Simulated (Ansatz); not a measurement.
## Work function of Cu(110): what the settings cost and change

How far do cutoff, k-mesh and smearing move the work function of Cu(110)?

Calculated with Ansatz 0.2.0; plane-wave DFT, PBE, Ansatz PAW.

The experiments to compare with:

For Cu (clean (110) face, a compiled value), “Anisotropic work function of elemental crystals” (2019, arxiv:1902.07811) quotes earlier work: work function (clean (110) face, a compiled value) 4.56 eV.

Report form: inputs, costs, results and the conclusion, without the logs.

**1. Starting point**

The cell holds 7 atoms: 7 Cu. Its edges and angles: a = 3.610 Å, b = 2.553 Å, c = 25.658 Å, α = 90.0°, β = 90.0°, γ = 90.0°. Vacuum lies along c.

Coordinates:

```cif
data_structure
_symmetry_space_group_name_H-M 'P 1'
_symmetry_Int_Tables_number 1
_cell_length_a 3.6100
_cell_length_b 2.5527
_cell_length_c 25.6580
_cell_angle_alpha 90.000
_cell_angle_beta 90.000
_cell_angle_gamma 90.000
_cell_volume 236.44
loop_
_atom_site_label
_atom_site_type_symbol
_atom_site_fract_x
_atom_site_fract_y
_atom_site_fract_z
_atom_site_occupancy
Cu1 Cu 0.00000 0.00000 0.35077 1
Cu2 Cu 0.50000 0.50000 0.40051 1
Cu3 Cu 0.00000 0.00000 0.45026 1
Cu4 Cu 0.50000 0.50000 0.50000 1
Cu5 Cu 0.00000 0.00000 0.54974 1
Cu6 Cu 0.50000 0.50000 0.59949 1
Cu7 Cu 0.00000 0.00000 0.64923 1
```

**2. Slab, setting cutoff 200 eV**

A work function rests on the faint tail of the density, so the SCF threshold is tight. The cutoff is raised first; then mesh and smearing are varied at the default cutoff.

File input.yaml:

```yaml
crystal:
  lattice:
    - [3.61, 0.0, 0.0]
    - [0.0, 2.5526554801, 0.0]
    - [0.0, 0.0, 25.6579664403]
  atoms:
    - { symbol: Cu, position: [0.0, 0.0, 0.3507682505] }
    - { symbol: Cu, position: [0.5, 0.5, 0.400512167] }
    - { symbol: Cu, position: [0.0, 0.0, 0.4502560835] }
    - { symbol: Cu, position: [0.5, 0.5, 0.5] }
    - { symbol: Cu, position: [0.0, 0.0, 0.5497439165] }
    - { symbol: Cu, position: [0.5, 0.5, 0.599487833] }
    - { symbol: Cu, position: [0.0, 0.0, 0.6492317495] }
kpoints:
  mp_grid: { grid: [11, 16, 1] }
hamiltonian:
  xc: pbe
scf:
  occupations: { method: fermi_dirac, width: 0.1 }
  convergence: { dr2_threshold: 1.0e-09 }
efield:
  axis: 3
  dipole_correction: true
  ramp_position: 0.97
  ramp_width: 0.06
basis:
  ecutwfc: "200 eV"
output:
  write_potential: true
  write_density: true
  volumetric_format: npy
  elf: true
```

Launch:

```console
ansatz run input.yaml --threads 2 --pin off --max-ram 3072MiB --backend cpu --events-out ev --progress --plain --runs-dir out
```

Run time: 79 s. Hardware: 2 threads of Arm Neoverse N1, shared host; peak memory 0.57 GiB.

Read from the output:

```yaml
energy_at_zero_smearing: -46267.8847 eV
work_function_upper_face: 4.884 eV
```

Running mean over 1.276 Å of the planar mean; the ramp of the sawtooth is left out. Electron's electrostatic potential energy less the Fermi level against z:

```
z (Å)  electron's electrostatic potential energy less the Fermi level (eV)
    3                                                                 4.80
    4                                                                 4.72
    5                                                                 4.60
    6                                                                 4.43
    7                                                                 4.02
    8                                                                0.926
    9                                                                -6.83
   10                                                                -7.81
   11                                                                -7.87
   12                                                                -7.84
   13                                                                -7.84
   14                                                                -7.84
   15                                                                -7.87
   16                                                                -7.74
   17                                                                -4.77
   18                                                                 2.89
   19                                                                 4.22
   20                                                                 4.50
   21                                                                 4.65
   22                                                                 4.75
```

Electrostatic potential energy in the ca plane at fractional y = 0.000, with atoms of Cu within 0.2 Å of it. With pseudopotentials it is smooth inside the atoms' cores, unlike the true potential.

Values in eV, 5 rows by 16 columns, each cell a mean:
```
  7   6  -2 -34  -4 -18 -25  -1 -33  -8 -14 -28   4   7   7   7
  7   7   5   2   3   3   2   3   2   3   3   2   6   7   7   7
  7   7   6   5   3   4   5   3   5   3   4   6   7   7   7   7
  7   7   4  -5   3  -1  -2   3  -4   2   0  -3   5   7   7   7
  7   6  -4 -42  -8 -25 -32  -3 -41 -12 -20 -36   3   7   7   7
```
Columns run along c (16.0 Å, from fractional 0.22 to 0.84 of the cell; values clipped at the 3rd and 97th percentile), rows up along a (3.6 Å). Atoms in or near the plane, at fractional coordinates: Cu at (0.35, 0.00), Cu at (0.45, 0.00), Cu at (0.55, 0.00), Cu at (0.65, 0.00).

ELF in the ca plane at fractional y = 0.000, with atoms of Cu within 0.2 Å of it. It is the smooth field of the valence electrons, not physical close to the nuclei.

Ten even steps from '0' (0.00) to '9' (0.83), each cell a mean:
```
00000001475211147521114752111375210000000000
00000001122123112212311221131222100000000000
00000000011233311123331112333210000000000000
00000000113321331232133123213321100000000000
00000000012211221221122122112210000000000000
00000001112432331233233123324311100000000000
00000000111134111113421111242111000000000000
00000001243211124321212432121243200000000000
00000002597311259731125973112597310000000000
```
Columns run along c (16.0 Å, from fractional 0.22 to 0.84 of the cell), rows up along a (3.6 Å). Atoms in or near the plane, at fractional coordinates: Cu at (0.35, 0.00), Cu at (0.45, 0.00), Cu at (0.55, 0.00), Cu at (0.65, 0.00).

Valence density in the ca plane at fractional y = 0.000, with atoms of Cu within 0.2 Å of it. It is the smooth field of the valence electrons, not physical close to the nuclei.

Ten steps, logarithmic in the rise over the least value, from '0' (0 e/Å³) to '9' (49 e/Å³), each cell a mean:
```
00000002687410268741026874102587400000000000
00000000233100123310012331001233100000000000
00000000000000001000000100000000000000000000
00000000000000000000000000000000000000000000
00000000000000000000000000000000000000000000
00000000000000000000000000000000000000000000
00000000111100011110001110000111000000000000
00000001465210146521014652101465200000000000
00000002798410279841027984102798410000000000
```
Columns run along c (16.0 Å, from fractional 0.22 to 0.84 of the cell), rows up along a (3.6 Å). Atoms in or near the plane, at fractional coordinates: Cu at (0.35, 0.00), Cu at (0.45, 0.00), Cu at (0.55, 0.00), Cu at (0.65, 0.00).

The work function is 4.884 eV. The program marks this work function as in doubt.

**3. Slab**

Edit input.yaml of step 2 so:

```diff
@@ -26,3 +26,3 @@
 basis:
-  ecutwfc: "200 eV"
+  ecutwfc: "300 eV"
 output:
@@ -31,2 +31 @@
   volumetric_format: npy
-  elf: true
```

The job ended after 2.4 min (2 threads; peak memory 0.82 GiB; 3.9 min of CPU time).

The work function is 4.316 eV, -0.567 eV from the run “cutoff 200 eV”, at 1.7 times its CPU time.

**4. Run**

Edit input.yaml of step 3 so:

```diff
@@ -26,3 +26,3 @@
 basis:
-  ecutwfc: "300 eV"
+  ecutwfc: "420 eV"
 output:
```

Run time: 2.9 min. Hardware: 2 threads; peak memory 1.2 GiB; 5 min of CPU time.

The work function is 4.317 eV, -0.567 eV from the run “cutoff 200 eV”, at 2.2 times its CPU time.

**5. Slab**

Edit input.yaml of step 4 so:

```diff
@@ -26,3 +26,3 @@
 basis:
-  ecutwfc: "420 eV"
+  ecutwfc: "600 eV"
 output:
```

The job ended after 4.8 min (2 threads; peak memory 1.8 GiB; 8.4 min of CPU time).

The work function is 4.316 eV, -0.001 eV from the run “cutoff 420 eV”, at 1.7 times its CPU time.

**6. Slab**

Edit input.yaml of step 5 so:

```diff
@@ -14,3 +14,3 @@
 kpoints:
-  mp_grid: { grid: [11, 16, 1] }
+  mp_grid: { grid: [2, 3, 1] }
 hamiltonian:
@@ -25,4 +25,2 @@
   ramp_width: 0.06
-basis:
-  ecutwfc: "600 eV"
 output:
```

Elapsed: 17 s, on 2 threads; peak memory 0.47 GiB.

The work function is 4.242 eV, -0.075 eV from the run “cutoff 420 eV”, at 0.073 times its CPU time.

**7. Slab**

Edit input.yaml of step 6 so:

```diff
@@ -14,3 +14,3 @@
 kpoints:
-  mp_grid: { grid: [2, 3, 1] }
+  mp_grid: { grid: [4, 5, 1] }
 hamiltonian:
```

Wall time 36 s (2 threads); peak memory 0.55 GiB; 49 s of CPU time.

The work function is 4.373 eV, +0.056 eV from the run “cutoff 420 eV”, at 0.16 times its CPU time.

**8. Run**

Edit input.yaml of step 7 so:

```diff
@@ -14,3 +14,3 @@
 kpoints:
-  mp_grid: { grid: [4, 5, 1] }
+  mp_grid: { grid: [7, 11, 1] }
 hamiltonian:
```

Wall time 1.8 min (2 threads); peak memory 0.76 GiB; 2.5 min of CPU time.

The work function is 4.315 eV, -0.002 eV from the run “cutoff 420 eV”, at 0.49 times its CPU time.

**9. Slab**

Edit input.yaml of step 8 so:

```diff
@@ -14,3 +14,3 @@
 kpoints:
-  mp_grid: { grid: [7, 11, 1] }
+  mp_grid: { grid: [16, 24, 1] }
 hamiltonian:
```

The job ended after 6.8 min (2 threads; peak memory 2.1 GiB; 12 min of CPU time).

The work function is 4.317 eV, +0.000 eV from the run “cutoff 420 eV”, at 2.4 times its CPU time.

**10. Run**

Edit input.yaml of step 9 so:

```diff
@@ -14,3 +14,3 @@
 kpoints:
-  mp_grid: { grid: [16, 24, 1] }
+  mp_grid: { grid: [11, 16, 1] }
 hamiltonian:
@@ -18,3 +18,3 @@
 scf:
-  occupations: { method: fermi_dirac, width: 0.1 }
+  occupations: { method: gaussian, width: 0.05 }
   convergence: { dr2_threshold: 1.0e-09 }
```

Elapsed: 3.5 min, on 2 threads; peak memory 1.2 GiB; 5.6 min of CPU time.

The work function is 4.309 eV, -0.008 eV from the run “cutoff 420 eV”, at 1.1 times its CPU time.

**11. Run**

Edit input.yaml of step 10 so:

```diff
@@ -18,3 +18,3 @@
 scf:
-  occupations: { method: gaussian, width: 0.05 }
+  occupations: { method: methfessel_paxton, width: 0.2 }
   convergence: { dr2_threshold: 1.0e-09 }
```

It took 4.1 min on 2 threads; peak memory 1.2 GiB; 5.5 min of CPU time.

The work function is 4.311 eV, -0.006 eV from the run “cutoff 420 eV”, at 1.1 times its CPU time.

**12. Slab**

Edit input.yaml of step 11 so:

```diff
@@ -18,3 +18,3 @@
 scf:
-  occupations: { method: methfessel_paxton, width: 0.2 }
+  occupations: { method: fermi_dirac, width: 0.3 }
   convergence: { dr2_threshold: 1.0e-09 }
```

The job ended after 3.5 min (2 threads; peak memory 1.3 GiB).

The work function is 4.370 eV, +0.053 eV from the run “cutoff 420 eV”, at 1.2 times its CPU time.

**13. Slab**

Edit input.yaml of step 12 so:

```diff
@@ -18,3 +18,3 @@
 scf:
-  occupations: { method: fermi_dirac, width: 0.3 }
+  occupations: { method: cold, width: 0.1 }
   convergence: { dr2_threshold: 1.0e-09 }
```

The job ended after 2.8 min (2 threads; peak memory 1.2 GiB; 5.4 min of CPU time).

The work function is 4.309 eV, -0.008 eV from the run “cutoff 420 eV”, at 1.1 times its CPU time.

**14. Side by side**

Times are for 2 threads of Arm Neoverse N1, shared host. Results by setting:

```
no.                            setting  work function, upper face (eV)     time  memory (GiB)
  1                      cutoff 200 eV                           4.884     79 s          0.57
  2                      cutoff 300 eV                           4.316  2.4 min          0.82
  3                      cutoff 420 eV                           4.317  2.9 min           1.2
  4                      cutoff 600 eV                           4.316  4.8 min           1.8
  5                           mesh 2x3                           4.242     17 s          0.47
  6                           mesh 4x5                           4.373     36 s          0.55
  7                          mesh 7x11                           4.315  1.8 min          0.76
  8                         mesh 16x24                           4.317  6.8 min           2.1
  9          Gaussian smearing 0.05 eV                           4.309  3.5 min           1.2
 10  methfessel_paxton smearing 0.2 eV                           4.311  4.1 min           1.2
 11        fermi_dirac smearing 0.3 eV                           4.370  3.5 min           1.3
 12               cold smearing 0.1 eV                           4.309  2.8 min           1.2
```

**15. A changed input**

An input spoilt on purpose, to show how the run answers: it repeats the earlier run “cutoff 200 eV” with efield.amplitude to 1.5, and scf.max_iter set to 100; its output block differs too.

Edit input.yaml of step 13 so:

```diff
@@ -18,4 +18,5 @@
 scf:
-  occupations: { method: cold, width: 0.1 }
+  occupations: { method: fermi_dirac, width: 0.1 }
   convergence: { dr2_threshold: 1.0e-09 }
+  max_iter: 100
 efield:
@@ -25,2 +26,5 @@
   ramp_width: 0.06
+  amplitude: 1.5
+basis:
+  ecutwfc: "200 eV"
 output:
```

Wall time 89 s (2 threads); peak memory 0.55 GiB.

The fault (a field far too strong) makes this run a check alone; its numbers are not taken further.

**16. Summary of results**

* work function, cutoff 200 eV: 4.884 eV
* work function, cutoff 420 eV: 4.317 eV
* work function, cutoff 600 eV: 4.316 eV
* work function, mesh 2x3: 4.242 eV

What this shows: The run at the highest cutoff gives 4.32 eV, and the settings tried spread the value from 4.24 to 4.88 eV. Against 600 eV, a cutoff of 200 eV is off by +0.567 eV. Against 600 eV, a cutoff of 420 eV is off by +0.001 eV. Against the finest mesh, 16 points along a, the coarser ones are off by -0.08 (2), +0.06 (4) and -0.00 (7) eV. The smearing schemes and widths spread it over 0.06 eV. The program marks the value as in doubt in “cutoff 200 eV”. The ladder's slabs use the tabulated experimental lattice constant (two decimals; a low-temperature value for the alkali metals). In 1 run of the series (cutoff 200 eV) the program warns that electrons reach the sawtooth's ramp, which makes dipole and work function less sure.

Comparison with the measured values:

| quantity | measured | cutoff 600 eV |
| --- | --- | --- |
| work function (clean (110) face, a compiled value) (eV) | 4.56 | 4.32 (-0.24 eV) |

Measured values from arxiv:1902.07811 (2019).

How well it matches: The work function is off by -0.24 eV: fair agreement. No cell relaxation is part of this session.

[Long decimals in the printed logs are rounded to 6 places.]

[Logs are printed without paths, hosts, clocks, repeated set-up lines and the standing remarks that a program may print on its own settings, such as how far it seeks lower states.]

[Hosts, paths, dates, database ids (printed as entryN), source tags and the programs' standing remarks are cut or masked in the printed files.]

[Maps of the electrostatic potential energy from Ansatz leave out the sawtooth potential of an applied field or a dipole correction, so their vacuum need not be flat; planar profiles and work functions include it.]
